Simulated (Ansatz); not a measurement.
# Sr3AlN3 (P6_3/m): G0W0 under other settings

A base run on Sr3AlN3 (P6_3/m), then changed inputs.

Method: G0W0 on PBE, plane waves, PAW; PAW set soft_1, in Ansatz 0.2.0.

## 1. Starting point

It takes space group P6_3/m (No. 176, hexagonal). Conventional cell: a = 7.661 Å, b = 7.661 Å, c = 5.396 Å, α = 90.00°, β = 90.00°, γ = 120.00°. Sr has 5 N at 2.55 to 2.83 Å nearest. Al has 3 N at 1.86 Å nearest. Nearest to N lie 1 Al at 1.86 Å and 5 Sr at 2.55 to 2.83 Å. Farther neighbours and most contacts between anions are not listed.

Structure file:

```cif
data_structure
_symmetry_space_group_name_H-M 'P6_3/m'
_symmetry_Int_Tables_number 176
_cell_length_a 7.6614
_cell_length_b 7.6614
_cell_length_c 5.3959
_cell_angle_alpha 90.000
_cell_angle_beta 90.000
_cell_angle_gamma 120.000
_cell_volume 274.29
loop_
_atom_site_label
_atom_site_type_symbol
_atom_site_symmetry_multiplicity
_atom_site_Wyckoff_symbol
_atom_site_fract_x
_atom_site_fract_y
_atom_site_fract_z
_atom_site_occupancy
Sr1 Sr 6 h 0.92782 0.64065 0.25000 1
Al1 Al 2 c 0.66667 0.33333 0.75000 1
N1 N 6 h 0.89393 0.58950 0.75000 1
```

The cell and positions are those that the Materials Project relaxed with its own functionals (PBE, PBE+U or r2SCAN), kept fixed.

## 2. The base run: 3×3×2 mesh, 479 empty bands, screening to 84 eV, PAW set soft_1 files

Now the one-shot GW correction: screening in the RPA, then the self-energy of the levels asked for. This step takes PAW set soft_1 files.

Contents of input.yaml:

```yaml
crystal:
  lattice:
    - [7.6614142586, 0.0, 0.0]
    - [-3.8307071293, 6.6349793769, 0.0]
    - [0.0, 0.0, 5.395857]
  atoms:
    - { symbol: Sr, position: [0.927824, 0.640649, 0.25] }
    - { symbol: Sr, position: [0.712825, 0.072176, 0.25] }
    - { symbol: Sr, position: [0.359351, 0.287175, 0.25] }
    - { symbol: Sr, position: [0.072176, 0.359351, 0.75] }
    - { symbol: Sr, position: [0.287175, 0.927824, 0.75] }
    - { symbol: Sr, position: [0.640649, 0.712825, 0.75] }
    - { symbol: Al, position: [0.66666667, 0.33333333, 0.75] }
    - { symbol: Al, position: [0.33333333, 0.66666667, 0.25] }
    - { symbol: "N", position: [0.893933, 0.589504, 0.75] }
    - { symbol: "N", position: [0.695571, 0.106067, 0.75] }
    - { symbol: "N", position: [0.410496, 0.304429, 0.75] }
    - { symbol: "N", position: [0.106067, 0.410496, 0.25] }
    - { symbol: "N", position: [0.304429, 0.893933, 0.25] }
    - { symbol: "N", position: [0.589504, 0.695571, 0.25] }
kpoints:
  mp_grid: { grid: [3, 3, 2] }
hamiltonian:
  xc: pbe
  pseudopotentials: { kind: paw, azcp: { folder: soft_1 } }
scf:
  occupations: { method: fixed }
gw:
  n_empty_bands: 479
  ecut_chi: 84
  qp_bands: [v4, c4]
  qp_kpoints: band_edges
  screening: { model: contour_deformation }
```

Started as:

```
$ ansatz run input.yaml --threads 2 --pin off --max-ram 92160MiB --backend cuda --events-out ev --progress --plain --runs-dir out --devices 1 --max-vram 13GiB
```

Numbers of over 12 decimals in the logs are rounded to 6 here.

Log:

```text
GPUs: using 1 of 1 available (devices: 1).
Engine: ansatz 0.2.0, x86_64-unknown-linux-gnu
Pseudopotentials: kind: paw
Pseudopotential: Sr, paw, valence charge 10, recommended cutoff 420 eV (normal), soft_1/Sr.paw.azcp
Pseudopotential: Al, paw, valence charge 3, recommended cutoff 420 eV (normal), soft_1/Al.paw.azcp
Pseudopotential: N, paw, valence charge 5, recommended cutoff 420 eV (normal), soft_1/N.paw.azcp
Functional definition: PBE
  parameter kappa = 0.804
  parameter beta = 0.066725
  exchange = pbe_x(kappa = kappa, mu = beta*pi^2/3)
  correlation = pbe_c(beta = beta)
device memory: the entry about to start is reckoned to put 3.1 GiB on a device that reports 50.6 GiB free (of which the cap on the GPU budget leaves the run 13.0 GiB)
GPU FFT provider: cuFFT
GPU libraries: cuBLAS 13.8.2, cuFFT 12.4.0, cuSOLVER 12.3.4
Crystal: 14 atoms, lattice volume = 274.289 Å³
Basis set: ecut = 420 eV, 5329 PW (Γ)
Bands: 62, of which v1, the nominal top of the filled ones, is band 48 counted from 1 (47 counted from 0)
Symmetry: 12 space group operations
Space group: P63/m (ITA 176), of the structure as read, at distance tolerance 6.5e-5 Å
k-points: 6 of 18
Non-local potential: Sr, projectors of the file, l = 0: 3, l = 1: 2, l = 2: 2
Non-local potential: Al, projectors of the file, l = 0: 2, l = 1: 2, l = 2: 1
Non-local potential: N, projectors of the file, l = 0: 2, l = 1: 2, l = 2: 1
PAW form: soft (Blöchl's): semilocal exchange-correlation on the pseudo side does not see the compensation charge
PAW one-centre angular grid: Sr, 110 points (default); XC on 64 Gauss nodes
PAW one-centre angular grid: Al, 110 points (default); XC on 64 Gauss nodes
PAW one-centre angular grid: N, 110 points (default); XC on 64 Gauss nodes
Initial density: superposition of atomic densities (chi_scale 0.1, normalization cell, long waves kept (reshape's long-wave potential 0.09 eV rms))
Initial wavefunctions: pseudopotential atomic-orbital guess
GPU buffer pool allocated for 116640 grid points (all kernels)
GPU transforms: local potential and band sums: pruned to the plane-wave sphere, on 54×54×40
Functional: x = pbe(κ = 0.804, μ = 0.219515), c = pbe(β = 0.066725)
SCF iter   1: F=—  HF=-24657.981553 eV  |F-HF|=—  |Δ(HF+E_count)|=         —  Δρ=4.28e-2  dr2=9.63e0  ethr=3.10e-3  ⟨swp⟩=6.2  Hψ=1406  notcnv=0  defer=66
preconditioner: auto → Resta (q_TF=auto, 2.290 Å⁻¹)  ε∞=3.2  [insulator: Δε(μ)=1.333 eV  Ē_g=13.744 eV  n_scr=56 (ndim 8)  ℏωp=20.5 eV  f_vac=0.000  ε∞_Penn≈3.2]
SCF iter   2: F=—  HF=-24656.034949 eV  |F-HF|=—  |Δ(HF+E_count)|=    1.95e0  Δρ=2.97e-2  dr2=2.51e0  ethr=3.10e-3  ⟨swp⟩=3.0  Hψ=604  notcnv=0  defer=69
SCF iter   3: F=—  HF=-24655.550983 eV  |F-HF|=—  |Δ(HF+E_count)|=   4.84e-1  Δρ=1.35e-2  dr2=1.07e0  ethr=2.61e-3  ⟨swp⟩=3.0  Hψ=465  notcnv=0  defer=67
[...]
NSCF: frozen V_eff on 1 k-points
SCF converged after 9 iterations
Free energy (F): -24655.392554 eV
Harris-Foulkes:  -24655.392554 eV  (|F-HF|=4.17e-9)
Internal energy: -24655.392554 eV  (E = F + TS)
E sigma→0 (E₀):  -24655.392554 eV
Fermi energy:    7.260561 eV
--- Per-component energies (eV) ---
  E_band       = -458.810181
  E_kinetic    = 2212.237544
  E_local      = -5226.620044  (includes V_loc(G=0)·N_el)
  E_nonlocal   = 1629.800824
  E_hartree    = 1377.487259
  E_xc         = -1490.283956
  E_vxc        = -1451.941590  (∫ρ·V_xc dr)
  E_paw        = -17844.732415  (= ΣΔE_a)
  E_vpaw       = -377.263810  (= ΣTr[D̂ρ^β])
  E_aug_tail   = 0.004958  (compensation charges beyond the density's cutoff)
  E_ewald      = -5313.286723
  E_smearing   = -0.000000  (= −TS)
  E_closure    = 0.000000  (closes the sum)
  Σ components = -24655.392554   (vs F -24655.392554, Δ=0.00e0)
--- Band table (eV; the first three rows and the last of 6) ---
  k-point 0: bands = [... 44 lower, 6.9913, 7.1777, 7.1777, 7.2606, 7.7585, 9.5376, 9.5555, 9.9299, ... 10 higher]
  k-point 1: bands = [... 44 lower, 6.7835, 6.7835, 6.9924, 6.9924, 9.1167, 9.1167, 9.6316, 9.6316, ... 10 higher]
  k-point 2: bands = [... 44 lower, 7.0039, 7.1201, 7.1878, 7.1927, 8.7398, 9.3762, 9.4275, 9.9019, ... 10 higher]
  k-point 5: bands = [... 44 lower, 6.7298, 6.7298, 6.7466, 6.7466, 9.2531, 9.2531, 9.8301, 9.8301, ... 10 higher]
--- G₀W₀: contour deformation, 7 samples at zero and on the imaginary axis and 1 off it, 18 q-points, 479 empty bands' worth ---
  eigenvalues of the whole cell's RPA ε∞ on this k-mesh (on a slab, of 1 + 4πα/V) = 5.4028, 10.3772, 10.3772; static W/v taken at q = 0 is 0.138095
  bands read: the sum over 527 bands ends inside a degenerate multiplet in 4 slots, whose members it reads at an even weight; the widest, k=1: bands 527 to 528 (counted from 1) at 1/2 each
  gw.qp_kpoints: band_edges: 6 of 6 stored k-points solved, in 1 pass; an edge of the gap read off the rows below is read off those points alone
    ik  band        ε_KS         Σx   Σc(E_QP)       V_xc       Z   E_QP_lin       E_QP  E_QP is
     0    45      6.9913   -18.9622     3.2551   -15.4696  0.6702     6.7496     6.7538  root
     0    46      7.1777   -19.4286     3.1643   -16.0552  0.6722     6.9655     6.9687  root
     0    47      7.1777   -19.4286     3.1643   -16.0552  0.6722     6.9655     6.9687  root
     0    48      7.2606   -19.7300     3.3051   -16.2526  0.6726     7.0861     7.0882  root
     0    49      7.7585    -6.6749    -2.9675    -9.7328  0.7485     7.8492     7.8489  root
     0    50      9.5376    -6.9270    -3.8611   -11.0522  0.7087     9.8073     9.8017  root
     0    51      9.5555    -5.7881    -3.8150    -9.9051  0.7416     9.8646     9.8576  root
     0    52      9.9299    -5.3026    -3.9748    -9.3979  0.7028    10.0515    10.0505  root
[...]
5    49      9.2531    -6.9664    -3.7435   -11.0029  0.7170     9.5527     9.5461  root
     5    50      9.2531    -6.9664    -3.7435   -11.0029  0.7170     9.5527     9.5461  root
     5    51      9.8301    -5.3647    -3.7676    -9.3307  0.7261    10.0313    10.0284  root
     5    52      9.8301    -5.3647    -3.7676    -9.3307  0.7261    10.0313    10.0284  root
```

Run time: 16 s. Hardware: 1 × NVIDIA H100 80GB HBM3 (shared by 6 runs) with 2 threads of AMD EPYC 7R13 (Zen 3), shared host; peak memory 1.7 GiB; 15 s of CPU time.

This step gave:

* bands summed: 527
* RPA ε∞ on this mesh (eigenvalues): 5.403, 10.38, 10.38
* plane waves in the screening matrix: 453
* q-points in the mesh: 18
* G0W0 gap on the mesh: 0.7606 eV
* k of the valence top: 0, 0, 0
* k of the conduction bottom: 0, 0, 0
* starting gap on the mesh: 0.4979 eV
* Z at the valence top: 0.6726
* Z at the conduction bottom: 0.7485
* least direct G0W0 gap on the computed points: 0.7606 eV

The gap on the mesh goes from 0.50 eV to 0.76 eV, a correction of +0.26 eV. Between the two edge states, bare exchange in place of the xc potential would open the gap by 6.54 eV, and correlation takes back 6.27 eV.

## 3. Variant: plasmon pole at a typed frequency

input.yaml: that of step 2 with these lines changed.

```diff
@@ -28,6 +28,7 @@
 gw:
-  n_empty_bands: 479
-  ecut_chi: 84
+  n_empty_bands: 622
+  ecut_chi: 100
   qp_bands: [v4, c4]
   qp_kpoints: band_edges
-  screening: { model: contour_deformation }
+  screening: { model: godby_needs }
+  plasmon_pole_fit_frequency: 40
```

Log:

```text
GPUs: using 1 of 1 available (devices: 1).
[...]
GPU FFT provider: cuFFT
GPU libraries: cuBLAS 13.8.2, cuFFT 12.4.0, cuSOLVER 12.3.4
Crystal: 14 atoms, lattice volume = 274.289 Å³
Basis set: ecut = 420 eV, 5329 PW (Γ)
Bands: 62, of which v1, the nominal top of the filled ones, is band 48 counted from 1 (47 counted from 0)
[... 1 set-up line as in the run before ...]
[...]
k-points: 6 of 18
[...]
GPU buffer pool allocated for 116640 grid points (all kernels)
[...]
SCF iter   1: F=—  HF=-24657.981553 eV  |F-HF|=—  |Δ(HF+E_count)|=         —  Δρ=4.28e-2  dr2=9.63e0  ethr=3.10e-3  ⟨swp⟩=6.2  Hψ=1406  notcnv=0  defer=66
[...]
SCF iter   9: F=-24655.392554 eV  HF=-24655.392554 eV  |F-HF|=4.17e-9  |Δ(HF+E_count)|=   6.64e-7  Δρ=3.69e-6  dr2=6.09e-8  ethr=1.04e-10  ⟨swp⟩=17.7  Hψ=2728  notcnv=0
SCF 1 converged in 9 iterations: F = -24655.392554 eV  dr2 = 6.09e-8
[...]
NSCF: frozen V_eff on 6 k-points
[...]
G₀W₀ screening: q 1/6
[... further progress lines ...]
[...]
SCF converged after 9 iterations
Free energy (F): -24655.392554 eV
[...]
Internal energy: -24655.392554 eV  (E = F + TS)
E sigma→0 (E₀):  -24655.392554 eV
Fermi energy:    7.260561 eV
[...]
--- Band table (eV; the first three rows and the last of 6) ---
  k-point 0: bands = [... 44 lower, 6.9913, 7.1777, 7.1777, 7.2606, 7.7585, 9.5376, 9.5555, 9.9299, ... 10 higher]
  k-point 1: bands = [... 44 lower, 6.7835, 6.7835, 6.9924, 6.9924, 9.1167, 9.1167, 9.6316, 9.6316, ... 10 higher]
  k-point 2: bands = [... 44 lower, 7.0039, 7.1201, 7.1878, 7.1927, 8.7398, 9.3762, 9.4275, 9.9019, ... 10 higher]
  k-point 5: bands = [... 44 lower, 6.7298, 6.7298, 6.7466, 6.7466, 9.2531, 9.2531, 9.8301, 9.8301, ... 10 higher]
--- G₀W₀: ω_p = 40.0000 eV, 18 q-points, 622 empty bands' worth ---
[...]
GN-PPA: 3055506/7022959 pairs with Re ω̃² < 0 across q-mesh
[...]
0    45      6.9913   -18.9622     3.0607   -15.4696  0.7748     6.5582     6.5594  root
     0    46      7.1777   -19.4286     2.9907   -16.0552  0.7713     6.7942     6.7950  root
     0    47      7.1777   -19.4286     2.9907   -16.0552  0.7713     6.7942     6.7950  root
     0    48      7.2606   -19.7300     3.1450   -16.2526  0.7710     6.9275     6.9281  root
     0    49      7.7585    -6.6749    -3.1195    -9.7328  0.8208     7.6969     7.6968  root
     0    50      9.5376    -6.9270    -3.9382   -11.0522  0.8069     9.7235     9.7245  root
     0    51      9.5555    -5.7881    -3.9218    -9.9051  0.8229     9.7509     9.7507  root
     0    52      9.9299    -5.3026    -4.0508    -9.3979  0.8176     9.9745     9.9745  root
[...]
5    49      9.2531    -6.9664    -3.8313   -11.0029  0.8096     9.4586     9.4583  root
     5    50      9.2531    -6.9664    -3.8313   -11.0029  0.8096     9.4586     9.4583  root
     5    51      9.8301    -5.3647    -3.8574    -9.3307  0.8223     9.9387     9.9386  root
     5    52      9.8301    -5.3647    -3.8574    -9.3307  0.8223     9.9387     9.9386  root
```

Elapsed: 35 s, on 1 × NVIDIA H100 80GB HBM3 (shared by 6 runs) with 2 threads; peak memory 2.7 GiB.

The G0W0 gap on the mesh is 0.769 eV.

Against the base:

```
                   setting                 base       variant
               empty bands                  479           622
     screening cutoff (eV)                   84           100
           frequency model  contour deformation  plasmon pole
plasmon pole fit frequency                    -            40
```

```
                                    quantity  variant   base
                    starting gap on the mesh    0.498  0.498
                        G0W0 gap on the mesh    0.769  0.761
least direct G0W0 gap on the computed points    0.769  0.761
                        Z at the valence top    0.771  0.673
                  Z at the conduction bottom    0.821  0.749
```

## 4. Variant: accuracy level

input.yaml: that of step 3 with these lines changed.

```diff
@@ -32,3 +32,3 @@
   qp_kpoints: band_edges
-  screening: { model: godby_needs }
-  plasmon_pole_fit_frequency: 40
+  screening: { model: contour_deformation }
+accuracy: low
```

Log:

```text
settings of this run that can trade accuracy for cost: accuracy: low. Do not mix this run's numbers with those of runs without the same settings; the input reference describes each key
GPUs: using 1 of 1 available (devices: 1).
[...]
GPU FFT provider: cuFFT
GPU libraries: cuBLAS 13.8.2, cuFFT 12.4.0, cuSOLVER 12.3.4
Crystal: 14 atoms, lattice volume = 274.289 Å³
Basis set: ecut = 420 eV, 5329 PW (Γ)
Bands: 62, of which v1, the nominal top of the filled ones, is band 48 counted from 1 (47 counted from 0)
[... 1 set-up line as in the run before ...]
[...]
k-points: 6 of 18
[...]
GPU buffer pool allocated for 116640 grid points (all kernels)
[...]
SCF iter   1: F=—  HF=-24657.981553 eV  |F-HF|=—  |Δ(HF+E_count)|=         —  Δρ=4.28e-2  dr2=9.63e0  ethr=3.10e-3  ⟨swp⟩=6.2  Hψ=1406  notcnv=0  defer=66
[...]
SCF iter   9: F=-24655.392554 eV  HF=-24655.392554 eV  |F-HF|=4.17e-9  |Δ(HF+E_count)|=   6.64e-7  Δρ=3.69e-6  dr2=6.09e-8  ethr=1.04e-10  ⟨swp⟩=17.7  Hψ=2728  notcnv=0
SCF 1 converged in 9 iterations: F = -24655.392554 eV  dr2 = 6.09e-8
[...]
G₀W₀ screening: q 1/6
[... further progress lines ...]
[...]
SCF converged after 9 iterations
Free energy (F): -24655.392554 eV
[...]
Internal energy: -24655.392554 eV  (E = F + TS)
E sigma→0 (E₀):  -24655.392554 eV
Fermi energy:    7.260561 eV
[...]
--- Band table (eV; the first three rows and the last of 6) ---
  k-point 0: bands = [... 44 lower, 6.9913, 7.1777, 7.1777, 7.2606, 7.7585, 9.5376, 9.5555, 9.9299, ... 10 higher]
  k-point 1: bands = [... 44 lower, 6.7835, 6.7835, 6.9924, 6.9924, 9.1167, 9.1167, 9.6316, 9.6316, ... 10 higher]
  k-point 2: bands = [... 44 lower, 7.0039, 7.1201, 7.1878, 7.1927, 8.7398, 9.3762, 9.4275, 9.9019, ... 10 higher]
  k-point 5: bands = [... 44 lower, 6.7298, 6.7298, 6.7466, 6.7466, 9.2531, 9.2531, 9.8301, 9.8301, ... 10 higher]
[...]
0    45      6.9913   -18.9622     3.1827   -15.4696  0.6687     6.6725     6.6814  root
     0    46      7.1777   -19.4286     3.0840   -16.0552  0.6706     6.8810     6.8884  root
     0    47      7.1777   -19.4286     3.0840   -16.0552  0.6706     6.8810     6.8884  root
     0    48      7.2606   -19.7300     3.2239   -16.2526  0.6709     7.0017     7.0069  root
     0    49      7.7585    -6.6749    -2.9910    -9.7328  0.7479     7.8255     7.8253  root
     0    50      9.5376    -6.9270    -3.9034   -11.0522  0.7083     9.7633     9.7593  root
     0    51      9.5555    -5.7881    -3.8521    -9.9051  0.7408     9.8258     9.8205  root
     0    52      9.9299    -5.3026    -4.0076    -9.3979  0.7049    10.0183    10.0177  root
[...]
5    49      9.2531    -6.9664    -3.7852   -11.0029  0.7167     9.5095     9.5045  root
     5    50      9.2531    -6.9664    -3.7852   -11.0029  0.7167     9.5095     9.5045  root
     5    51      9.8301    -5.3647    -3.8024    -9.3307  0.7261     9.9956     9.9937  root
     5    52      9.8301    -5.3647    -3.8024    -9.3307  0.7261     9.9956     9.9937  root
```

It took 21 s on 1 × NVIDIA H100 80GB HBM3 (shared by 6 runs) with 2 threads; peak memory 1.9 GiB; 26 s of CPU time.

The G0W0 gap on the mesh is 0.818 eV.

Against the base:

```
              setting  base  variant
          empty bands   479      622
screening cutoff (eV)    84      100
             accuracy     -      low
```

```
                                    quantity  variant   base
                    starting gap on the mesh    0.498  0.498
                        G0W0 gap on the mesh    0.818  0.761
least direct G0W0 gap on the computed points    0.818  0.761
                        Z at the valence top    0.671  0.673
                  Z at the conduction bottom    0.748  0.749
```

## 5. Summary of results

| Quantity | Value |
| --- | --- |
| base | 0.76 eV, 16 s |
| plasmon pole at a typed frequency | 0.77 eV, 35 s |
| accuracy level | 0.82 eV, 21 s |

What this shows: Plasmon pole at a typed frequency: the gap moves by +0.01 eV and the time by a factor of 2.2. The variant differs from the base in empty bands, screening cutoff, frequency model and plasmon pole fit frequency together, so the change can't be laid to one of them. Accuracy level: the gap moves by +0.06 eV. The variant differs from the base in empty bands, screening cutoff and accuracy together, so the change can't be laid to one of them. All runs here use a coarse mesh and modest cutoffs; they test settings and are not final values. The 3×3×2 mesh is coarse for this cell (its supercell is 11 Å along the shortest edge). The RPA ε∞ on it, from the PBE start, is 5.40 and 10.38; such meshes misread the long-range screening, most where the gap is narrow. The many-body steps are scalar-relativistic: spin-orbit coupling is not in them.

[Paths, hosts, dates, memory and timing lines, banners, echoed tables and standing remarks are left out of the program output.]

[Logs are printed without paths, hosts, clocks, repeated set-up lines and the standing remarks that a program may print on its own settings, such as how far it seeks lower states.]

[Runs of the session that timed out or met a known fault of the program may be left out.]

[Cells called generated may have been cut or substituted from an entry of the Crystallography Open Database or the Materials Project.]

[Hosts, paths, dates, database ids (printed as entryN), source tags and the programs' standing remarks are cut or masked in the printed files.]
